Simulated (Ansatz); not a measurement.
# A low-energy model for NiO (Fm-3m): bands, U and J, part 2 of 2

Aim: U, U′ and J for the Ni d shell of NiO (Fm-3m).

Ansatz 0.2.0; non-magnetic LDA, then constrained RPA, plane waves, PAW.

So far. Step 3 (Constrained RPA: Ni d, bands v4 to c1, 8×8×8 mesh …): On the Ni d shell, screening brings the on-site interaction from 22.6 eV down to U = 6.09 eV.

### 4. Constrained RPA: Ni d + anion p, bands v7 to c1, 8×8×8 mesh, medium accuracy

Level of this step: constrained RPA on LDA, plane waves, PAW (Ansatz).

Input file input.yaml:

```yaml
crystal:
  lattice:
    - [0.0, -2.08590164, -2.08590164]
    - [2.08590164, 0.0, -2.08590164]
    - [2.08590164, -2.08590164, 0.0]
  atoms:
    - { symbol: Ni, position: [0.0, 0.0, 0.0] }
    - { symbol: O, position: [0.5, 0.5, 0.5] }
kpoints:
  mp_grid: { grid: [8, 8, 8] }
hamiltonian:
  xc: lda
scf:
  occupations: { method: gaussian, width: 0.08 }
  n_extra_bands: 19
  max_iter: 150
  lower_state_search: "off"
output:
  crpa:
    kmesh: [8, 8, 8]
    target_bands: [v7, c1]
    projections: [{ species: Ni, l: d, shell: 3 }, { species: O, l: p, shell: 2 }]
  local_orbitals:
    kmesh: [8, 8, 8]
    orbitals: [{ species: Ni, l: d, shell: 3 }, { species: O, l: p, shell: 2 }]
    window: { bands: [v7, c1] }
    seedname: lo
```

Run with:

```console
ansatz run input.yaml --threads 4 --pin off --max-ram 14745MiB --backend cpu --events-out ev --progress --plain --runs-dir out
```

Numbers of over 12 decimals in the logs are rounded to 6 here.

Output:

```text
[...]
Crystal: 2 atoms, lattice volume = 18.151 Å³
Basis set: ecut = 420 eV, 339 PW (Γ)
Bands: 31, of which v1, the nominal top of the filled ones, is band 12 counted from 1 (11 counted from 0)
Symmetry: 48 space group operations
[...]
k-points: 29 of 512
[...]
SCF iter   1: F=—  HF=-6327.040068 eV  |F-HF|=—  |Δ(HF+E_count)|=         —  Δρ=2.44e-2  dr2=6.62e-2  ethr=1.77e-3  ⟨swp⟩=5.1  Hψ=3428  notcnv=0  defer=316
[...]
SCF iter   6: F=-6327.018925 eV  HF=-6327.018925 eV  |F-HF|=1.19e-9  |Δ(HF+E_count)|=   5.55e-8  Δρ=2.48e-6  dr2=4.83e-10  ethr=2.99e-10  ⟨swp⟩=6.1  Hψ=4239  notcnv=0
SCF 1 converged in 6 iterations: F = -6327.018925 eV  dr2 = 4.83e-10
[...]
cRPA screening: q 1/512
cRPA screening: q 2/512
cRPA screening: q 8/512 (q-point 3)
cRPA screening: q 14/512 (q-point 4)
cRPA screening: q 20/512 (q-point 5)
cRPA screening: q 23/512 (q-point 10)
cRPA screening: q 29/512 (q-point 11)
cRPA screening: q 41/512 (q-point 12)
cRPA screening: q 53/512 (q-point 13)
cRPA screening: q 65/512 (q-point 14)
[...]
cRPA screening: q 494/512 (q-point 222)
cRPA screening: q 500/512 (q-point 229)
cRPA screening: q 506/512 (q-point 230)
cRPA screening: q 512/512 (q-point 293)
SCF converged after 6 iterations
Free energy (F): -6327.018925 eV
[...]
Internal energy: -6327.008497 eV  (E = F + TS)
E sigma→0 (E₀):  -6327.013711 eV
Entropy (-TS):   -0.010428 eV (-5.214 meV/atom)
Fermi energy:    14.032669 eV
[...]
--- Band table (eV; the first three rows and the last of 29) ---
  k-point 0: bands = [... 8 lower, 12.1867, 12.1867, 12.1867, 12.3801, 12.3801, 15.6390, 31.6846, 32.9658, ... 15 higher]
  k-point 1: bands = [... 8 lower, 12.3185, 12.3185, 12.4548, 13.0962, 13.0962, 16.6041, 29.1169, 32.3159, ... 15 higher]
  k-point 2: bands = [... 8 lower, 12.6043, 12.6043, 12.7962, 14.1599, 14.1599, 18.2836, 26.2075, 30.3698, ... 15 higher]
  k-point 28: bands = [... 8 lower, 12.8869, 12.8869, 13.2064, 13.3172, 14.0122, 22.5378, 24.6370, 24.6370, ... 15 higher]
[...]
χ-basis size per q: N_G = 59..70
[...]
Each shell's averages of U are screened by what lies outside the whole window alone: parameters of one model of all the shells.
[...]
screened: U = 9.2831 eV, U' = 7.7670 eV, J = 0.7628 eV
      screened, to within: U = 1.8e-2 eV, U' = 1.8e-2 eV, J = 1.5e-3 eV
      bare: V = 26.2248 eV, V' = 24.3930 eV, J = 0.9109 eV
    Site 1, 2P, 3 of 3 p orbitals (Wannier functions 6, 7, 8; wannier90's mr 1, 2, 3):
      screened: U = 6.6107 eV, U' = 5.2216 eV, J = 0.6692 eV
      screened, to within: U = 1.3e-2 eV, U' = 1.3e-2 eV, J = 1.6e-3 eV
      bare: V = 18.6108 eV, V' = 16.8069 eV, J = 0.8697 eV
[...]
```

Elapsed: 14 min, on 4 threads of Arm Neoverse V1, shared host; peak memory 0.55 GiB.

This step gave:

* U: 9.283 eV
* U prime (inter-orbital): 7.767 eV
* J: 0.7628 eV
* bare V: 26.22 eV
* bare J: 0.9109 eV
* stated bound on U: 0.01781 eV
* U over bare V: 0.3540
* electrons in the window: 14.00
* head of the constrained inverse dielectric matrix: 0.2916
* least eigenvalue of the projection's overlap: 0.6931
* target functions: 8
* bands in the sums: 26
* r.m.s. miss of the model bands: 0.001062 eV
* width of the target bands: 9.542 eV
* weight of the projected orbitals in the window: 0.9699

On the Ni d shell, screening brings the on-site interaction from 26.2 eV down to U = 9.28 eV.

Kanamori averages over each shell's functions. Crpa shells, by row:

```csv
site,element,shell,orbitals,U (eV),U' (eV),J (eV),bare V (eV),bare V' (eV),bare J (eV),bound on U (eV)
1,Ni,3D,5,9.283,7.767,0.7628,26.22,24.39,0.9109,0.01781
2,O,2P,3,6.611,5.222,0.6692,18.61,16.81,0.8697,0.01207
```

Density-density elements U_iijj, eV. U matrix, by row:

```csv
orbital,Ni1 dz2,Ni1 dxz,Ni1 dyz,Ni1 dx2-y2,Ni1 dxy,O2 pz,O2 px,O2 py
Ni1 dz2,9.642,8.121,8.121,7.721,7.5,1.14,1.142,1.142
Ni1 dxz,8.121,9.044,7.488,7.707,7.488,1.142,1.142,1.145
Ni1 dyz,8.121,7.488,9.044,7.707,7.488,1.142,1.145,1.142
Ni1 dx2-y2,7.721,7.707,7.707,9.642,8.328,1.143,1.141,1.141
Ni1 dxy,7.5,7.488,7.488,8.328,9.044,1.145,1.142,1.142
O2 pz,1.14,1.142,1.142,1.143,1.145,6.611,5.222,5.222
O2 px,1.142,1.142,1.145,1.141,1.142,5.222,6.611,5.222
O2 py,1.142,1.145,1.142,1.141,1.142,5.222,5.222,6.611
```

Exchange elements U_ijji, eV. J matrix, by row:

```
   orbital  Ni1 dz2  Ni1 dxz  Ni1 dyz  Ni1 dx2-y2  Ni1 dxy  O2 pz  O2 px  O2 py
   Ni1 dz2        -     0.61     0.61        0.96    0.933      0      0      0
   Ni1 dxz     0.61        -    0.787       0.825    0.787      0      0      0
   Ni1 dyz     0.61    0.787        -       0.825    0.787      0      0      0
Ni1 dx2-y2     0.96    0.825    0.825           -    0.502      0      0      0
   Ni1 dxy    0.933    0.787    0.787       0.502        -      0      0      0
     O2 pz        0        0        0           0        0      -  0.669  0.669
     O2 px        0        0        0           0        0  0.669      -  0.669
     O2 py        0        0        0           0        0  0.669  0.669      -
```

Projected local orbitals of the target window. The electronic bands at the labelled points (eV, zero at the Fermi level; # counts the bands kept):

| point | #5 | #6 | #7 | #8 |
| --- | --- | --- | --- | --- |
| Γ | -1.85 | -1.85 | -1.65 | -1.65 |
| halfway | -1.45 | -0.80 | -0.80 | -0.38 |
| X | -1.25 | -0.72 | -0.72 | -0.69 |
| halfway | -0.86 | -0.75 | -0.70 | -0.61 |
| U | -0.85 | -0.67 | -0.52 | -0.01 |
| jump to K | -0.85 | -0.67 | -0.52 | -0.01 |
| halfway | -1.18 | -0.97 | -0.71 | 0.89 |
| Γ | -1.85 | -1.85 | -1.65 | -1.65 |
| halfway | -1.43 | -1.24 | 0.13 | 0.13 |
| L | -1.00 | -0.63 | 1.24 | 1.24 |
| halfway | -1.04 | -0.71 | 0.11 | 0.70 |
| W | -1.15 | -0.83 | -0.72 | -0.02 |
| halfway | -0.89 | -0.78 | -0.72 | -0.39 |
| X | -1.25 | -0.72 | -0.72 | -0.69 |

The same for Kohn-Sham, solved directly:

```
point     #5     #6     #7     #8
    Γ  -1.85  -1.85  -1.65  -1.65
    X  -1.25  -0.72  -0.72  -0.69
    U  -0.85  -0.67  -0.52  -0.01
    K  -0.85  -0.67  -0.52  -0.01
    Γ  -1.85  -1.85  -1.65  -1.65
    L  -1.00  -0.63   1.24   1.24
    W  -1.15  -0.83  -0.72  -0.02
    X  -1.25  -0.72  -0.72  -0.69
```

The first set of electronic bands as a text plot (rows in eV, shown from -8.0 to 1.2 only):

```
    1.1 |                   *****              *******
    0.7 |                  *                 **     * **
    0.3 |                        *          *        ** *
   -0.1 |                **       **       *           * *****
   -0.5 |    ******** **********                *****   *     ***
   -0.9 |  ****** ****************  *     *   *******************
   -1.3 | * *   *******    ***********   * *****    ********   **
   -1.6 |*******          *     ************                **
   -2.0 |******         **            **
   -2.4 |      **      *                                      *
   -2.8 |        ******                                        **
   -3.2 |**                          ****
   -3.6 | ***                       **  **
   -4.0 |    **                   ***    **
   -4.3 |  *   ********          ****      *                    *
   -4.7 |             ***       **        * *                  *
   -5.1 |   *          * ***   ** **         **               *
   -5.5 |               *   ****           *   **********   **
   -5.9 |    **              **  *                   *** ***
   -6.3 |                ****               *           ****
   -6.7 |      *         **     *                           **
   -7.0 |       *********  **  *             *          *     ***
   -7.4 |                    **               *       **
   -7.8 |                                      *     *
         Γ           X  U|K            Γ         L        W     X
```

Onsite levels, by row:

```csv
orbital,level less Fermi level (eV)
Ni1 dz2,-1.269
Ni1 dxz,-1.466
Ni1 dyz,-1.466
Ni1 dx2-y2,-1.269
Ni1 dxy,-1.466
O2 pz,-4.643
O2 px,-4.643
O2 py,-4.643
```

Largest distinct elements between sites. Hoppings, by row:

| from | to | cell | distance (Å) | t (eV) |
| --- | --- | --- | --- | --- |
| O2 pz | Ni1 dz2 | 1 1 0 | 2.086 | 1.253 |
| O2 px | Ni1 dx2-y2 | 1 0 0 | 2.086 | 1.085 |
| Ni1 dyz | O2 py | 0 0 -1 | 2.086 | 0.65 |
| O2 px | Ni1 dz2 | 1 0 0 | 2.086 | -0.6265 |
| O2 px | O2 py | 1 -1 0 | 2.95 | 0.3881 |
| O2 px | O2 px | 1 -1 0 | 2.95 | 0.2427 |
| Ni1 dyz | Ni1 dyz | -1 0 0 | 2.95 | -0.2062 |
| O2 pz | O2 pz | 1 -1 0 | 2.95 | -0.0998 |
| Ni1 dx2-y2 | Ni1 dx2-y2 | 1 -1 0 | 2.95 | -0.0785 |
| Ni1 dxz | Ni1 dxz | 1 0 0 | 2.95 | 0.0632 |
| O2 pz | O2 pz | 1 -1 1 | 4.172 | -0.0631 |
| Ni1 dz2 | Ni1 dxy | 0 0 1 | 2.95 | -0.0621 |

### 5. The windows together

Times are wall times on 4 threads of Arm Neoverse V1, shared host, good to a factor of about two.

```csv
target,bands,functions,width (eV),bare V (eV),U (eV),U′ (eV),J (eV),U/V,time
Ni d,v4–c1,5,4.10,22.61,6.09,4.84,0.62,0.27,3.6 min
Ni d + anion p,v7–c1,8,9.54,26.22,9.28,7.77,0.76,0.35,14 min
```

### 6. Summary of results

```json
{"Ni d": "U 6.09 eV, U′ 4.84 eV, J 0.62 eV, bare V 22.6 eV", "Ni d + anion p": "U 9.28 eV, U′ 7.77 eV, J 0.76 eV, bare V 26.2 eV", "method": "constrained RPA on non-magnetic LDA, 8×8×8 mesh, static; search for lower states off"}
```

In words: For Ni d, screening cuts the on-site interaction from 22.61 eV to 6.09 eV (27 %), while J goes only from 0.76 eV to 0.62 eV: the monopole is screened far more than the multipoles. U − 2J differs from U′ by +0.003 eV, so the Kanamori relation holds well. U is 1.5 times the width of the target bands. With the window Ni d + anion p U becomes 9.28 eV and the bare V 26.22 eV, so U/V goes from 0.27 to 0.35. The parent state is non-magnetic and the interaction static (zero frequency); U depends on the window and the orbitals, so it belongs to this model alone. The bands cross the Fermi level under this constraint, which need not be the crystal's state: magnetic order, correlation or a lattice distortion may open a gap. A window that holds the anion p bands defines a model with explicit ligands; its U belongs to that model and is not the U of DFT+U.

[Paths, hosts, dates, memory and timing lines, banners, echoed tables and standing remarks are left out of the program output.]

[Logs are printed without paths, hosts, clocks, repeated set-up lines and the standing remarks that a program may print on its own settings, such as how far it seeks lower states.]

[Runs of the session that timed out or met a known fault of the program may be left out.]

[Hosts, paths, dates, database ids (printed as entryN), source tags and the programs' standing remarks are cut or masked in the printed files.]
